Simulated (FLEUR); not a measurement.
GdSe: which magnetic order is lowest. Symmetry: Fm-3m, No. 225, cubic system. The conventional cell has a = 5.771 Å, b = 5.771 Å, c = 5.771 Å, α = 90.00°, β = 90.00°, γ = 90.00°. Nearest to Gd lie 6 Se at 2.89 Å. Se has 6 Gd at 2.89 Å nearest. Farther neighbours and most contacts between anions are not listed. The calculation used LDA (VWN) with U = 4.02 eV, J = 0.7 eV on Gd f; all-electron FLAPW, Dirac cores, scalar-relativistic bands in FLEUR MaX-R8.1, with kmax 3.6 1/bohr, gmax 10.8 1/bohr, muffin tin radii Gd: 2.66, Se: 2.66 bohr, lmax Gd: [10, 8], Se: [10, 8], hist occupations, smearing width 0.05 eV, mixer Anderson, mixing 0.05, max iterations 130, stop 0.0001 me/bohr³, collinear spin, 6×6×3 k-mesh, double counting FLL, mesh matched on, seeded occupations whole cubic f orbitals, Hund's first rule, starting moments 7 -7 0 0 μB in one of its runs. The lowest state found is antiferromagnetic (initial antiferro q=(0,0,1/2) +-). The largest site spin moment is 7.08 μB and the next finished state is antiferromagnetic, 24.3 meV a seeded atom higher. It took 3 runs, 1.8 min in all on 4 MPI ranks of Intel Xeon 6975P-C (Granite Rapids), shared host (the runs of this entry). The lowest state found is antiferromagnetic, reached from the start antiferro q=(0,0,1/2) +-, with moments up to 7.08 μB. The next finished state costs 24 meV a seeded atom. This is the lowest of 3 finished starts, no proof of the ground state.

```xyz
4
Lattice="0.0000 2.8855 2.8855 2.8855 0.0000 2.8855 5.7710 5.7710 0.0000" Properties=species:S:1:pos:R:3 pbc="T T T"
Gd    0.0000    0.0000    0.0000
Gd    2.8855    2.8855    0.0000
Se    2.8855    2.8855    2.8855
Se    5.7710    5.7710    2.8855
```

[Logs and program files are shortened in this print: banners, set-up blocks, solver, clock and traceback lines can be left out without a mark of their own.]

[Logs are printed without paths, hosts, clocks, repeated set-up lines and the standing remarks that a program may print on its own settings, such as how far it seeks lower states.]

[Hosts, paths, dates, database ids (printed as entryN), source tags and the programs' standing remarks are cut or masked in the printed files.]

[Where a cell is said to come from a database of computed structures, the database is the Materials Project.]
